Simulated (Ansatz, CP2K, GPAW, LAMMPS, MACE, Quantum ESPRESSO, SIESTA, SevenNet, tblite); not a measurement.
## Running amorphous Hg33S25Se8 (66 atoms) with GPAW

How do the settings of GPAW change the result for amorphous Hg33S25Se8 (66 atoms)? A plane-wave run serves as the yardstick.

Calculated with GPAW 26.7.0; the method is named at each step.

**1. The starting structure**

The cell holds 66 atoms: 33 Hg, 25 S and 8 Se. Its edges and angles: a = 12.034 Å, b = 12.034 Å, c = 12.034 Å, α = 90.0°, β = 90.0°, γ = 90.0°. 66 atoms (33 Hg, 25 S, 8 Se) placed at random at 7.67 g/cm³, melted at 2500 K for 10 ps at fixed volume with the Stillinger-Weber II-VI potential (Zhou et al., Phys. Rev. B 88, 085309 (2013)). Quenched from 2500 K to 500 K at 30 K/ps and fixed volume, held 5 ps, then minimised at fixed cell.

The yardstick, on the same geometry:

* method: Kohn-Sham DFT, PBE, PAW, plane waves (Ansatz 0.2.0); cutoff 420 eV, Γ point, fermi-dirac smearing of 0.05 eV; PAW set soft_2
* r.m.s. force component: 0.3971 eV/Å
* longest force: 1.344 eV/Å
* pressure: 0.004286 GPa
* SCF cycles: 10
* time: 31 s on 4 threads of Arm Neoverse V2, shared host
* CPU time: 2 min

**2. PBE, LCAO dzp, h 0.2 Å**

Method: Kohn-Sham DFT, PBE, PAW, atomic orbitals (dzp).

The input, run.py:

```python
import numpy as np
from ase.io import read
from gpaw import GPAW, FermiDirac

atoms = read("structure.xyz")
atoms.calc = GPAW(
    mode="lcao",
    basis="dzp",
    h=0.2,
    xc="PBE",
    kpts={"size": (1, 1, 1), "gamma": True},
    occupations=FermiDirac(0.05),
    maxiter=200,
    symmetry={"point_group": False},
    txt="gpaw.txt",
)
energy = atoms.get_potential_energy(force_consistent=True)
forces = atoms.get_forces()
print(f"energy {energy:.6f} eV")
print("forces (eV/A)")
for i, (a, f) in enumerate(zip(atoms, forces)):
    print(f"{i:4d} {a.symbol:2s} {f[0]:10.5f} {f[1]:10.5f} {f[2]:10.5f}")
print(f"Fermi level {atoms.calc.get_fermi_level():.4f} eV")
for k in range(len(atoms.calc.get_ibz_k_points())):
    for s in range(atoms.calc.get_number_of_spins()):
        e = atoms.calc.get_eigenvalues(kpt=k, spin=s)
        n = np.searchsorted(e, atoms.calc.get_fermi_level())
        print(f"k {k} spin {s} levels about the Fermi level:", np.round(e[max(n - 6, 0):n], 4).tolist(), "|", np.round(e[n:n + 6], 4).tolist())
```

The input, structure.xyz:

```xyz
66
Lattice="12.03400 0.00000 0.00000 0.00000 12.03400 0.00000 0.00000 0.00000 12.03400" Properties=species:S:1:pos:R:3 pbc="T T T"
Hg 3.71321 4.87353 4.20239
Hg 4.37580 5.17269 0.91073
Hg 7.04867 10.79618 2.63196
Hg 1.94722 10.26524 4.92696
Hg 6.93688 7.33496 7.22726
Hg 9.51456 1.15611 6.63783
Hg 8.77435 9.93166 5.61458
Hg 9.45656 5.20723 8.46399
Hg 1.33818 7.31727 10.55261
Hg 2.82270 10.53890 1.59932
Hg 10.79089 9.52010 8.55052
Hg 6.03637 0.08171 5.72830
Hg 7.55675 4.41491 11.24325
Hg 0.39712 4.29144 4.71083
Hg 6.38849 3.86496 6.23831
Hg 1.36887 3.30129 0.05319
Hg 10.08738 0.10181 11.65409
Hg 10.50845 6.98273 4.63177
Hg 1.33938 0.38509 10.82434
Hg 0.58509 3.45484 8.08841
Hg 3.81779 5.66525 8.73680
Hg 11.13338 9.93286 2.90802
Hg 8.68434 8.53235 0.32408
Hg 3.40334 1.31977 3.99300
Hg 10.75442 4.90012 1.55804
Hg 7.56614 6.37321 3.19262
Hg 4.17496 1.43120 8.94283
Hg 6.88116 11.63579 9.49976
Hg 10.74311 1.78212 3.47518
Hg 5.18726 8.41502 0.30723
Hg 5.15332 1.82267 0.25981
Hg 7.45879 2.82197 3.06410
Hg 1.95071 7.09621 6.13626
S 1.12000 1.75492 5.25970
S 5.02143 9.69411 10.11975
S 7.66927 11.05768 0.04007
S 5.82048 6.20894 5.02781
S 0.97114 10.32577 7.44267
S 0.50206 4.84922 10.25802
S 8.13089 0.61903 4.23850
S 2.53785 4.54536 6.71365
S 3.69973 11.84254 11.59344
S 2.88094 8.29829 8.63548
S 9.87065 5.78715 11.22736
S 8.74029 8.77459 3.10092
S 6.83038 6.42459 0.74166
S 4.88111 3.03642 2.62510
S 4.26088 8.67856 5.76248
S 10.41615 3.56832 6.62580
S 7.84063 2.15854 0.55693
S 6.53446 10.04165 7.25169
S 11.14372 11.43759 5.11662
S 1.67658 1.03841 8.25436
S 4.44981 2.14699 6.40245
S 4.53658 10.92110 3.67518
S 11.07970 8.56051 10.89606
[... 6 atom lines left out ...]
Se 0.88486 7.97349 3.67398
Se 3.81538 3.65797 10.65611
Se 6.51990 4.99279 8.71021
Se 0.06306 10.38089 0.40615
```

The run is started by

```bash
> OMP_NUM_THREADS=1 python run.py > output.txt
```

Numbers of over 12 decimals in the logs are rounded to 6 here.

The log of the run:

```text
energy -111.771279 eV
forces (eV/A)
   0 Hg   -0.20648    0.02727    0.08481
   1 Hg   -0.07069    0.33075   -0.28853
   2 Hg   -0.50123    0.25737   -0.45152
   3 Hg    0.18435   -0.26021    0.67828
   4 Hg   -0.59291    0.30869    0.15075
   5 Hg    0.32343    0.01316    0.13410
   6 Hg    0.06650    0.52233    0.39908
   7 Hg    0.24446   -0.36737    0.32858
   8 Hg    0.45620   -0.03638   -0.44288
   9 Hg    0.12067   -0.26611    0.12127
  10 Hg    0.65721    0.09903   -0.27321
  11 Hg   -0.42595    0.24455    0.51522
  12 Hg    0.48876   -0.69469    0.10913
  13 Hg    0.23120   -0.39974   -0.39276
  14 Hg   -0.30848   -0.03980   -0.29893
  15 Hg    0.07614   -0.31005    0.29532
  16 Hg   -0.15661    0.31834    0.34809
  17 Hg    0.60157   -0.08865   -0.03898
  18 Hg   -0.18636    0.36178   -0.70755
  19 Hg   -0.02743   -0.50580    0.48703
  20 Hg   -0.28340    0.69601    0.14248
  21 Hg    0.10275    0.55508    0.05295
  22 Hg    0.14776   -0.09394   -0.65949
  23 Hg   -0.61486    0.00786    0.07647
[...]
58 Se   -0.46036   -0.02266    0.49290
  59 Se    0.61712   -0.12341    0.35140
  60 Se    0.10227   -0.22251    0.09038
  61 Se   -0.27350    0.74622   -0.06751
  62 Se   -0.43332   -0.56298    0.19616
  63 Se   -0.14918   -0.10669    0.33394
  64 Se    0.56247    0.27934    0.26383
  65 Se   -0.19212   -0.03320   -0.25516
Fermi level 4.5229 eV
k 0 spin 0 levels about the Fermi level: [4.0998, 4.2248, 4.3032, 4.3822, 4.4048, 4.4576] | [4.5704, 4.6429, 4.7671, 4.8485, 4.9293, 5.0483]
```

gpaw.txt:

```text
Input parameters:
  mode=LCAO(),
  basis={'default': 'dzp'},
  h=0.2,
  kpts=MonkhorstPack(size=(1, 1, 1), gamma=True),
  maxiter=200,
  occupations=Occupations(name='fermi-dirac', width=0.05, fixmagmom=False),
  symmetry=Symmetry(point_group=False),
  xc=XC(name='PBE')
Unit cell  # Å
| periodic |         x |         y |         z |   lengths |    angles |
|----------|-----------|-----------|-----------|-----------|-----------|
|      yes | 12.034000 |  0.000000 |  0.000000 | 12.034000 | 90.000000 |
|      yes |  0.000000 | 12.034000 |  0.000000 | 12.034000 | 90.000000 |
|      yes |  0.000000 |  0.000000 | 12.034000 | 12.034000 | 90.000000 |
Number of symmetries: 1
Symmetry operations  # r_c * U_cc + t_c -> r_c
|   | kind |            matrix            |
|---|------|------------------------------|
| 0 |  E   |  1, 0, 0,  0, 1, 0,  0, 0, 1 |
BZ-sampling:
  Number of BZ points: 1
  Number of IBZ points: 1
  Monkhorst-Pack size: [1, 1, 1]
  Monkhorst-Pack shift: [0, 0, 0]
[... lines left out ...]
  Fermi-Dirac:
[... lines left out ...]
xc functional:
  name: PBE with 2 nearest neighbor stencil
interpolation: tri-quintic # 5. degree polynomial
Initialization done in: 10.365 s
convergence criteria:
- Maximum [total energy] change in last 3 cyles: 0.0005 eV / valence electron
- Maximum integral of absolute [dens]ity change: 0.0001 electrons / valence electron
- Maximum integral of absolute [eigenst]ate change: 4e-08 eV^2 / valence electron
maximum number of iterations: 200
SCF iterations
|iter     |      energy | eigst |  dens |
|---------|-------------|-------|-------|
|iter:   1| -128.801098 |      c|       |
|iter:   2| -122.925774 |      c| -1.27 |
|iter:   3| -117.247023 |      c| -1.34 |
|iter:   4| -113.816345 |      c| -1.51 |
|iter:   5| -114.004498 |      c| -1.67 |
|iter:   6| -113.091894 |      c| -1.76 |
|iter:   7| -112.227602 |      c| -1.89 |
|iter:   8| -111.988807 |      c| -2.07 |
|iter:   9| -111.884755c|      c| -2.25 |
|iter:  10| -111.712568c|      c| -2.36 |
|iter:  11| -111.679187c|      c| -2.74 |
[...]
|iter:  16| -111.669329c|      c| -3.81 |
|iter:  17| -111.668517c|      c| -3.81 |
|iter:  18| -111.668613c|      c| -4.15c|
Converged in 18 steps
SCF loop duration: 203.118 s (11.284 s/step)
Energy contributions relative to reference atoms: (reference = -18394409.452490)
Energy contributions:
  Kinetic:         603.144732
  Coulomb:        -527.515752
  Zero:              4.175383
  External:          0.000000
  Xc:             -191.370309
  Entropy:          -0.205333
  Spinorbit:         0.000000
  ----------------------------
  Free energy:    -111.771279
  Extrapolated:   -111.668613
dipole moment: (-89.121713, -13.418205, -161.380278)  # |e|*Ang
Fermi level: 4.523
Eigenvalues  # (at kpt = [0.000, 0.000, 0.000])
| band index |      eig [eV] | occ [0-2] |
|------------|---------------|-----------|
|          0 |       -58.981 |     2.000 |
|        ... |               |           |
|        388 |         4.012 |     2.000 |
|        389 |         4.069 |     2.000 |
[...]
|        403 |         5.166 |     0.000 |
|        ... |               |           |
|        479 |        10.902 |     0.000 |
Gap: 0.113 eV
Transition (v -> c):
  (s=0, k=0, n=395, [0.00, 0.00, 0.00]) -> (s=0, k=0, n=396, [0.00, 0.00, 0.00])
No difference between direct/indirect transitions
Force computation time: 25.759  # s
timing:  # [seconds]
  Total:  239.265  # ━━━━━━━━━━━━━━━━━━━━━━━━━━━━━━━━━━━━━━━━━━━━━━━━━━━━━━━━
  Init:    10.365  # ━━╸
  SCF:    203.117  # ━━━━━━━━━━━━━━━━━━━━━━━━━━━━━━━━━━━━━━━━━━━━━━━╸
  Forces:  25.759  # ━━━━━━
```

Elapsed: 4 min, on 1 thread of Arm Neoverse V2, shared host; peak memory 1.7 GiB.

Banners, paths, timers and routine set-up lines are dropped from the logs unmarked, and long logs keep their key lines alone; longer cuts are marked.

Compared with the plane-wave run:

```
r.m.s. force component                  : 0.393 eV/Å
r.m.s. difference of force components   : 58.06 meV/Å
longest difference of force vectors     : 200.1 meV/Å
force difference over r.m.s. force      : 14.62 %
slope of forces against the reference's : 0.9791
correlation of force components         : 0.9893
```

Length of the force difference by element (eV/Å):

```csv
element,atoms,mean,most
Hg,33,0.079,0.17
S,25,0.10,0.17
Se,8,0.11,0.20
```

The surroundings of Se59, one of the 8 Se atoms, nearest first, numbered as they follow in the input and with coordinates relative to it.

```csv
atom,x,y,z,distance (Å),bonds,Fx,Fy,Fz (eV/Å)
Se59,0.00,0.00,0.00,0.00,5,-0.46,-0.02,0.49
Hg16,-0.17,-1.80,-2.16,2.82,4,0.08,-0.31,0.30
Hg14,-1.14,-0.81,2.49,2.86,5,0.23,-0.40,-0.39
Hg25,-2.82,-0.20,-0.66,2.90,4,-0.30,0.32,-0.47
Hg1,2.18,-0.23,1.99,2.96,4,-0.21,0.03,0.08
Hg2,2.84,0.07,-1.31,3.13,5,-0.07,0.33,-0.29
Se60,1.01,2.71,-1.35,3.20,4,0.62,-0.12,0.35
Se63,-0.65,2.87,1.46,3.29,4,-0.43,-0.56,0.20
S47,3.34,-2.07,0.41,3.95,5,-0.24,0.27,0.45
S57,-2.64,-2.80,-1.27,4.05,4,0.51,-0.60,-0.07
S39,-1.03,-0.25,-3.99,4.13,3,-0.43,0.47,-0.42
```

Atoms are counted from 1 here, from 0 in the log.

Forces lie 15 % from the reference's, at 2.0 times its CPU time (on 1 against 4 cores).

**3. PBE, plane waves 450 eV**

Method: Kohn-Sham DFT, PBE, PAW, plane waves.

run.py: that of step 2 with these lines changed.

```diff
@@ -2,3 +2,4 @@
 from ase.io import read
-from gpaw import GPAW, FermiDirac
+from gpaw import GPAW, FermiDirac, PW
+from ase.parallel import parprint as print
 
@@ -6,5 +7,3 @@
 atoms.calc = GPAW(
-    mode="lcao",
-    basis="dzp",
-    h=0.2,
+    mode=PW(450),
     xc="PBE",
@@ -14,2 +13,3 @@
     symmetry={"point_group": False},
+    nbands=549,
     txt="gpaw.txt",
@@ -22,2 +22,6 @@
     print(f"{i:4d} {a.symbol:2s} {f[0]:10.5f} {f[1]:10.5f} {f[2]:10.5f}")
+stress = -atoms.get_stress(voigt=False) * 160.21766
+print("stress (GPa, compression positive)")
+for row in stress:
+    print(" ".join(f"{x:10.4f}" for x in row))
 print(f"Fermi level {atoms.calc.get_fermi_level():.4f} eV")
```

structure.xyz is that of step 2.

The run is started by

```bash
> OMP_NUM_THREADS=1 mpirun -np 2 gpaw python run.py > output.txt
```

The log of the run:

```text
energy -149.349103 eV
forces (eV/A)
   0 Hg   -0.18121    0.01223    0.08681
   1 Hg   -0.07412    0.32038   -0.29474
   2 Hg   -0.45887    0.24816   -0.43992
   3 Hg    0.19614   -0.34542    0.70797
   4 Hg   -0.56631    0.30669    0.10568
   5 Hg    0.35425    0.00995    0.10513
   6 Hg    0.05596    0.48491    0.40632
   7 Hg    0.21804   -0.35058    0.30138
   8 Hg    0.45390   -0.02843   -0.44958
   9 Hg    0.17100   -0.29579    0.06289
  10 Hg    0.66225    0.10162   -0.24355
  11 Hg   -0.42456    0.20632    0.49247
[...]
61 Se   -0.29433    0.70145   -0.03707
  62 Se   -0.47474   -0.46122    0.33578
  63 Se   -0.12654   -0.10522    0.36208
  64 Se    0.58004    0.35215    0.18788
  65 Se   -0.23043   -0.02001   -0.31021
stress (GPa, compression positive)
   -0.2537    -0.0291     0.2311
   -0.0291     0.0430     0.2337
    0.2311     0.2337    -0.1557
Fermi level 4.5092 eV
k 0 spin 0 levels about the Fermi level: [4.081, 4.2114, 4.2868, 4.3736, 4.3906, 4.4363] | [4.5615, 4.6291, 4.7652, 4.8461, 4.9301, 5.0535]
```

gpaw.txt:

```text
Input parameters:
  mode=PW(ecut=450.000000),
  kpts=MonkhorstPack(size=(1, 1, 1), gamma=True),
  maxiter=200,
  nbands=549,
  occupations=Occupations(name='fermi-dirac', width=0.05, fixmagmom=False),
  symmetry=Symmetry(point_group=False),
  xc=XC(name='PBE')
[... lines left out ...]
  Converge bands: occupied
[... lines left out ...]
  Fermi-Dirac:
[... lines left out ...]
convergence criteria:
- Maximum [total energy] change in last 3 cyles: 0.0005 eV / valence electron
[... lines left out ...]
Converged in 22 steps
[... lines left out ...]
  Free energy:    -149.349103
[... lines left out ...]
Fermi level: 4.509
[... lines left out ...]
|------------|---------------|-----------|
|          0 |       -59.119 |     2.000 |
|        ... |               |           |
|        388 |         3.995 |     2.000 |
|        389 |         4.045 |     2.000 |
[...]
|        ... |               |           |
[...]
Gap: 0.125 eV
Transition (v -> c):
  (s=0, k=0, n=395, [0.00, 0.00, 0.00]) -> (s=0, k=0, n=396, [0.00, 0.00, 0.00])
No difference between direct/indirect transitions
Force computation time: 4.527  # s
Stress tensor  # eV/Ang^3
|         x |         y |         z |
|-----------|-----------|-----------|
[...]
|  0.000181 | -0.000268 | -0.001458 |
| -0.001443 | -0.001458 |  0.000972 |
Stress computation time: 21.768  # s
```

It took 6.1 min on 2 MPI ranks; peak memory 1.8 GiB.

Numbers from this run, and their distance from the reference:

- r.m.s. force component: 0.4009 eV/Å
- r.m.s. difference of force components: 17.34 meV/Å
- longest difference of force vectors: 64.03 meV/Å
- force difference over r.m.s. force: 4.367 %
- slope of forces against the reference's: 1.008
- correlation of force components: 0.9991
- pressure: -0.1221 GPa
- pressure difference: -0.1264 GPa

Against the first run (15 %), the force difference from the reference is 4.4 %, at 3.0 times the CPU time (on 2 against 1 cores).

The run ends at a pressure of -0.12 GPa, with forces up to 1.3 eV/Å.

**4. PBE, LCAO szp(dzp), h 0.2 Å**

Method: Kohn-Sham DFT, PBE, PAW, atomic orbitals (szp(dzp)).

run.py: that of step 3 with these lines changed.

```diff
@@ -2,4 +2,3 @@
 from ase.io import read
-from gpaw import GPAW, FermiDirac, PW
-from ase.parallel import parprint as print
+from gpaw import GPAW, FermiDirac
 
@@ -7,3 +6,5 @@
 atoms.calc = GPAW(
-    mode=PW(450),
+    mode="lcao",
+    basis="szp(dzp)",
+    h=0.2,
     xc="PBE",
@@ -13,3 +14,2 @@
     symmetry={"point_group": False},
-    nbands=549,
     txt="gpaw.txt",
@@ -22,6 +22,2 @@
     print(f"{i:4d} {a.symbol:2s} {f[0]:10.5f} {f[1]:10.5f} {f[2]:10.5f}")
-stress = -atoms.get_stress(voigt=False) * 160.21766
-print("stress (GPa, compression positive)")
-for row in stress:
-    print(" ".join(f"{x:10.4f}" for x in row))
 print(f"Fermi level {atoms.calc.get_fermi_level():.4f} eV")
```

structure.xyz is that of step 3.

The run is started by

```bash
> OMP_NUM_THREADS=1 python run.py > output.txt
```

The log of the run:

```text
energy -101.202089 eV
forces (eV/A)
   0 Hg   -0.23483    0.02580    0.07274
   1 Hg   -0.10489    0.38605   -0.23837
   2 Hg   -0.52452    0.27254   -0.44417
   3 Hg    0.20569   -0.24015    0.68067
   4 Hg   -0.65522    0.36333    0.10553
   5 Hg    0.27387    0.01651    0.04677
[...]
63 Se   -0.12431   -0.08881    0.33335
  64 Se    0.57940    0.27243    0.30333
  65 Se   -0.08215    0.07781   -0.16951
Fermi level 4.6068 eV
k 0 spin 0 levels about the Fermi level: [4.1739, 4.3124, 4.379, 4.469, 4.4865, 4.5483] | [4.6498, 4.7253, 4.8506, 4.9296, 5.026, 5.1264]
```

gpaw.txt:

```text
Input parameters:
  mode=LCAO(),
  basis={'default': 'szp(dzp)'},
  h=0.2,
  kpts=MonkhorstPack(size=(1, 1, 1), gamma=True),
  maxiter=200,
  occupations=Occupations(name='fermi-dirac', width=0.05, fixmagmom=False),
[... lines left out ...]
  Fermi-Dirac:
[... lines left out ...]
convergence criteria:
- Maximum [total energy] change in last 3 cyles: 0.0005 eV / valence electron
[... lines left out ...]
Converged in 17 steps
[... lines left out ...]
  Free energy:    -101.202089
[... lines left out ...]
Fermi level: 4.607
[... lines left out ...]
|        ... |               |           |
|        479 |        11.470 |     0.000 |
Gap: 0.101 eV
Transition (v -> c):
  (s=0, k=0, n=395, [0.00, 0.00, 0.00]) -> (s=0, k=0, n=396, [0.00, 0.00, 0.00])
No difference between direct/indirect transitions
Force computation time: 16.776  # s
timing:  # [seconds]
  Total:  158.302  # ━━━━━━━━━━━━━━━━━━━━━━━━━━━━━━━━━━━━━━━━━━━━━━━━━━━━━━━━
  Init:     8.647  # ━━━
  SCF:    132.857  # ━━━━━━━━━━━━━━━━━━━━━━━━━━━━━━━━━━━━━━━━━━━━━━━
  Forces:  16.776  # ━━━━━━
```

Run time: 2.7 min. Hardware: 1 thread; peak memory 1.6 GiB.

Compared with the plane-wave run:

| Item | Value |
| --- | --- |
| r.m.s. force component | 0.3976 eV/Å |
| r.m.s. difference of force components | 81.45 meV/Å |
| longest difference of force vectors | 308.7 meV/Å |
| force difference over r.m.s. force | 20.51 % |
| slope of forces against the reference's | 0.9802 |
| correlation of force components | 0.979 |

This is a coarse setting, run to see what it loses.

Against the first run (15 %), the force difference from the reference is 21 %, at 0.66 times the CPU time, with 792 basis functions against 1320: the smaller basis costs accuracy.

**5. PBE, LCAO sz(dzp), h 0.2 Å**

Method: Kohn-Sham DFT, PBE, PAW, atomic orbitals (sz(dzp)).

run.py: that of step 4 with these lines changed.

```diff
@@ -7,3 +7,3 @@
     mode="lcao",
-    basis="szp(dzp)",
+    basis="sz(dzp)",
     h=0.2,
```

structure.xyz is that of step 4.

The log of the run:

```text
energy -84.578912 eV
forces (eV/A)
   0 Hg   -0.50314    0.11231    0.08255
   1 Hg   -0.31107    0.50709   -0.26165
   2 Hg   -0.68073    0.24087   -0.53868
   3 Hg    0.22044    0.00508    0.61293
   4 Hg   -0.84480    0.47107    0.19720
   5 Hg    0.16640   -0.10369    0.10076
[...]
63 Se   -0.11414   -0.04505    0.19963
  64 Se    0.55385    0.20304    0.45393
  65 Se    0.28377    0.38493    0.17369
Fermi level 4.7056 eV
k 0 spin 0 levels about the Fermi level: [4.2586, 4.4146, 4.4605, 4.5738, 4.5853, 4.6522] | [4.7464, 4.8151, 4.9517, 5.0478, 5.1346, 5.2467]
```

gpaw.txt:

```text
Input parameters:
  mode=LCAO(),
  basis={'default': 'sz(dzp)'},
  h=0.2,
  kpts=MonkhorstPack(size=(1, 1, 1), gamma=True),
  maxiter=200,
  occupations=Occupations(name='fermi-dirac', width=0.05, fixmagmom=False),
[... lines left out ...]
  Fermi-Dirac:
[... lines left out ...]
convergence criteria:
- Maximum [total energy] change in last 3 cyles: 0.0005 eV / valence electron
[... lines left out ...]
Converged in 17 steps
[... lines left out ...]
  Free energy:     -84.578912
[... lines left out ...]
Fermi level: 4.706
[... lines left out ...]
|        ... |               |           |
|        479 |        11.923 |     0.000 |
Gap: 0.094 eV
Transition (v -> c):
  (s=0, k=0, n=395, [0.00, 0.00, 0.00]) -> (s=0, k=0, n=396, [0.00, 0.00, 0.00])
No difference between direct/indirect transitions
Force computation time: 10.370  # s
timing:  # [seconds]
  Total:  104.863  # ━━━━━━━━━━━━━━━━━━━━━━━━━━━━━━━━━━━━━━━━━━━━━━━━━━━━━━━━
  Init:     7.930  # ━━━━
  SCF:     86.539  # ━━━━━━━━━━━━━━━━━━━━━━━━━━━━━━━━━━━━━━━━━━━━━━
  Forces:  10.370  # ━━━━━╸
```

Elapsed: 1.8 min, on 1 thread; peak memory 1.5 GiB.

Compared with the plane-wave run:

* r.m.s. force component: 0.4208 eV/Å
* r.m.s. difference of force components: 219.5 meV/Å
* longest difference of force vectors: 876.8 meV/Å
* force difference over r.m.s. force: 55.28 %
* slope of forces against the reference's: 0.9087
* correlation of force components: 0.8575

This is a coarse setting, run to see what it loses.

Against the first run (15 %), the force difference from the reference is 55 %, at 0.44 times the CPU time, with 528 basis functions against 1320: the smaller basis costs accuracy.

(Part 1 of 2 ends here.)

[Also dropped from logs without a mark: logging warnings of Python, and SIESTA's first energy breakdown and zero terms.]

[Logs are printed without paths, hosts, clocks, repeated set-up lines and the standing remarks that a program may print on its own settings, such as how far it seeks lower states.]

[Hosts, paths, dates, database ids (printed as entryN), source tags and the programs' standing remarks are cut or masked in the printed files.]
